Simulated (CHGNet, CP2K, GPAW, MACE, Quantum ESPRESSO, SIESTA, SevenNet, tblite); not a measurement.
# How far do other methods lie from plane waves? Random packing of As (59 atoms)

Aim: forces, pressure of random packing of As (59 atoms) at one geometry, from other programs and methods, against plane-wave PBE.

Results are calculated, not measured.

## (1) The structure

The cell holds 59 atoms (59 As), with edges of 11.25, 11.25 and 11.25 Å. Recipe: 59 atoms (59 As) packed at random in a cube at 5.15 g/cm³ and pushed apart as soft spheres; a start for melting by ab initio MD, not an equilibrated structure. Then every atom was moved at random, 0.02 Å r.m.s. a Cartesian component. The density is 5.15 g/cm³.

## (2) The reference input

Quantum ESPRESSO 7.5: Kohn-Sham DFT, PBE, SSSP efficiency 1.3.0 pseudopotentials, plane waves. Its input, pw.in:

```
&control
  calculation = 'scf'
  pseudo_dir = './pseudo'
  outdir = './tmp'
  disk_io = 'none'
  tprnfor = .true.
  tstress = .true.
/
&system
  ibrav = 0
  nat = 59
  ntyp = 1
  ecutwfc = 45
  ecutrho = 360
  nosym = .true.
  occupations = 'smearing'
  smearing = 'fd'
  degauss = 0.003675
/
&electrons
  conv_thr = 2.9e-07
  electron_maxstep = 100
  mixing_beta = 0.2
  mixing_mode = 'local-TF'
  diagonalization = 'david'
/
ATOMIC_SPECIES
As 74.922 As.upf
CELL_PARAMETERS angstrom
11.25310 0.00000 0.00000
0.00000 11.25310 0.00000
0.00000 0.00000 11.25310
ATOMIC_POSITIONS crystal
As 0.07597 0.32601 0.40330
As 0.15871 0.80721 0.94410
As 0.03914 0.81416 0.47892
As 0.71279 0.40792 0.78877
[... 53 atom lines left out ...]
As 0.98067 0.49074 0.51210
As 0.93323 0.17877 0.90164
K_POINTS gamma
```

```console
$ OMP_NUM_THREADS=1 mpirun -np 4 pw.x -in pw.in > output.txt
```

It took 88 s on 4 MPI ranks of Intel Xeon Platinum 8488C (Sapphire Rapids), shared host; peak memory 2.4 GiB; 5.8 min of CPU time.

It converged with an r.m.s. force component of 0.78 eV/Å and a pressure of 0.81 GPa.

## (3) The other programs

- CHGNet: machine-learned potential, published weights.
- CP2K 2026.2: Gaussian basis with GTH pseudopotentials and a plane-wave density; labels give functional, basis (MOLOPT sets; SR short-range, UZH the newer set with its own potentials), grid cutoff/relative cutoff and solver (OT: orbital transformation; TRS4, TC2, SIGN: linear-scaling purification with its sparsity filter), or its built-in tight binding.
- GPAW 26.7.0: PAW with atomic orbitals (LCAO), plane waves or a real-space grid of spacing h.
- MACE: machine-learned potential, published weights.
- SIESTA 5.4.2: numerical atomic orbitals, whose automatically made sets are far from complete, with PseudoDojo norm-conserving potentials that we converted to its format (checked against plane waves on the same files for H, C, O, Si, Ge and Ca alone); labels give functional, basis size, energy shift and mesh cutoff.
- SevenNet: machine-learned potential, published weights.
- tblite 0.8.0: extended tight binding, driven from Python.

All use the same cell and atoms, and the electronic-structure runs the same k-mesh.

## (4) All runs compared

Differences are against the reference: forces as r.m.s. over components, share as that over the reference's r.m.s. force, slope as the fitted ratio of a run's forces to the reference's.

| run | Δ force, r.m.s. (meV/Å) | share (%) | slope | Δ pressure (GPa) | cores | CPU time | memory (GiB) |
| --- | --- | --- | --- | --- | --- | --- | --- |
| reference | - | - | - | - | 4 | 5.8 min | 2.4 |
| CHGNet r2SCAN potential | 669 | 86.0 | 0.297 | -3.62 | 1 | 4.6 s | 0.57 |
| CP2K BLYP, DZVP-MOLOPT-SR, 350/50 Ry, diagonalisation | 79.0 | 10.1 | 1.043 | 4.34 | 2 | 2.4 min | 1.9 |
| CP2K PBE+D3(BJ), DZVP-MOLOPT-SR, 350/50 Ry, diagonalisation | 81.7 | 10.5 | 1.064 | -2.10 | 2 | 2.7 min | 1.9 |
| CP2K PBE, DZVP-MOLOPT (SR for As), 350/50 Ry, diagonalisation | 77.2 | 9.91 | 1.065 | 0.379 | 2 | 3.2 min | 1.9 |
| CP2K PBE, DZVP-MOLOPT-SR, 350/20 Ry, diagonalisation (coarse) | 77.7 | 9.98 | 1.065 | 0.441 | 2 | 2.3 min | 1.9 |
| CP2K PBE, DZVP-MOLOPT-SR, 350/50 Ry, diagonalisation | 77.2 | 9.91 | 1.065 | 0.379 | 2 | 3 min | 1.9 |
| CP2K PBE, DZVP-MOLOPT-SR, 489/50 Ry, diagonalisation | 77.2 | 9.91 | 1.065 | 0.379 | 2 | 4.4 min | 2.8 |
| CP2K PBE, TZV2P-UZH, 350/50 Ry, diagonalisation | 12.8 | 1.64 | 0.997 | -0.171 | 4 | 9 min | 4.1 |
| CP2K r2SCAN, SCAN potentials, DZVP-UZH(SCAN), 600/50 Ry, diagonalisation | 227 | 29.2 | 0.881 | -1.98 | 2 | 12 min | 4.8 |
| GPAW PBE, LCAO dzp, h 0.2 Å | 111 | 14.3 | 1.087 | - | 1 | 2.3 min | 1.2 |
| GPAW PBE, LCAO dzp, h 0.2 Å, other mixer settings | 111 | 14.3 | 1.087 | - | 1 | 3 min | 1.1 |
| GPAW PBE, LCAO sz(dzp), h 0.2 Å (coarse) | 854 | 110 | 1.702 | - | 1 | 63 s | 0.99 |
| GPAW PBE, LCAO szp(dzp), h 0.2 Å (coarse) | 343 | 44.0 | 1.292 | - | 1 | 2 min | 1.2 |
| MACE MPA-0 medium potential | 247 | 31.7 | 0.878 | -0.0672 | 1 | 11 s | 0.75 |
| SIESTA PBE, TZP, shift 0.01 Ry, mesh 300 Ry | 487 | 62.6 | 1.381 | 2.80 | 2 | 8 min | 1.3 |
| SevenNet 0 potential | 306 | 39.3 | 0.845 | 0.0537 | 1 | 10 s | 0.64 |
| tblite GFN1-xTB | 512 | 65.7 | 0.628 | -8.91 | 1 | 8.7 s | 0.12 |

Rows marked coarse use a setting chosen to be so.

Times of the machine-learned potentials are mostly Python's start and the loading of weights.

CPU time is summed over cores on shared hosts, so it is rough.

## (5) Findings

Forces lie from 1.6 % (CP2K PBE, TZV2P-UZH, 350/50 Ry, diagonalisation) to 110 % (GPAW PBE, LCAO sz(dzp), h 0.2 Å, coarse) of the reference's r.m.s. force of 0.78 eV/Å away from it. The PBE runs in local orbitals, coarse settings apart, differ by 1.6 % (CP2K PBE, TZV2P-UZH, 350/50 Ry, diagonalisation) to 63 % (SIESTA PBE, TZP, shift 0.01 Ry, mesh 300 Ry); basis, grid and potentials can all enter. Tight binding differs by 66 % (tblite GFN1-xTB); it is another model, with fitted parameters of its own, and the xTB methods hold dispersion. Machine-learned potentials differ by 32 % (MACE MPA-0 medium potential) to 86 % (CHGNet r2SCAN potential); they were trained on other programs' data, some at another functional. Among those trained on PBE data the slope goes as low as 0.84, which softening far from their training structures can give, though the reference's k-sampling is untested too.

Rows with another functional or a dispersion term differ by 10 % (CP2K BLYP, DZVP-MOLOPT-SR, 350/50 Ry, diagonalisation) to 29 % (CP2K r2SCAN, SCAN potentials, DZVP-UZH(SCAN), 600/50 Ry, diagonalisation), which mixes the change of model with differences of basis and potentials, some of them made for another functional. Runs with settings chosen to be coarse differ by 10.0 % (CP2K PBE, DZVP-MOLOPT-SR, 350/20 Ry, diagonalisation) to 110 % (GPAW PBE, LCAO sz(dzp), h 0.2 Å), their programs' other errors included. GPAW PBE, LCAO szp(dzp), h 0.2 Å stiffens the forces by a factor of 1.29 while following their directions (correlation 0.969). From CP2K PBE, DZVP-MOLOPT-SR, 350/20 Ry, diagonalisation to the finer CP2K PBE, DZVP-MOLOPT-SR, 489/50 Ry, diagonalisation the share goes from 9.98 to 9.91 %, so the grid isn't what parts these runs from the reference. Pressures at PBE, coarse settings apart, lie -0.17 to +2.80 GPa from the reference's.

Caveats: Periodic xTB results under one method name differ between programs and library versions. The potentials hold different valence shells: 295 electrons in the reference, 885 in SIESTA; this bears on time and differences. The reference's pressure holds the uncorrected Pulay stress of its 45 Ry basis, so small pressure differences, may be the reference's own error. The electron count is odd in these runs, and they have no spin polarisation, so the unpaired electron is spread evenly over both spins. Machine-learned potentials mimic data converged in k, so the reference's own k-point error enters their differences. The electron count is odd and the run has no spin polarisation, so levels at the top are partly filled by construction. The electronic-structure runs sample only Γ, in a cell whose shortest periodic width is 11 Å, which is coarse for a cell with partly filled levels. Spin–orbit coupling is left out. Where levels are smeared, the DFT runs use Fermi–Dirac occupations at 580 K (0.05 eV), and energies are free energies. The atoms were displaced at random, and shares hang on the size of the forces that this gives. The reference's cutoffs and mesh weren't converged further here.

[Long decimals in the printed logs are rounded to 6 places.]

[Logs are printed without paths, hosts, clocks, repeated set-up lines and the standing remarks that a program may print on its own settings, such as how far it seeks lower states.]

[Hosts, paths, dates, database ids (printed as entryN), source tags and the programs' standing remarks are cut or masked in the printed files.]

[Only finished runs are shown, without SIESTA runs on faulty potentials for Cu, Fe, Ni or Zn; cells were taken only where this reference lay near another plane-wave run.]
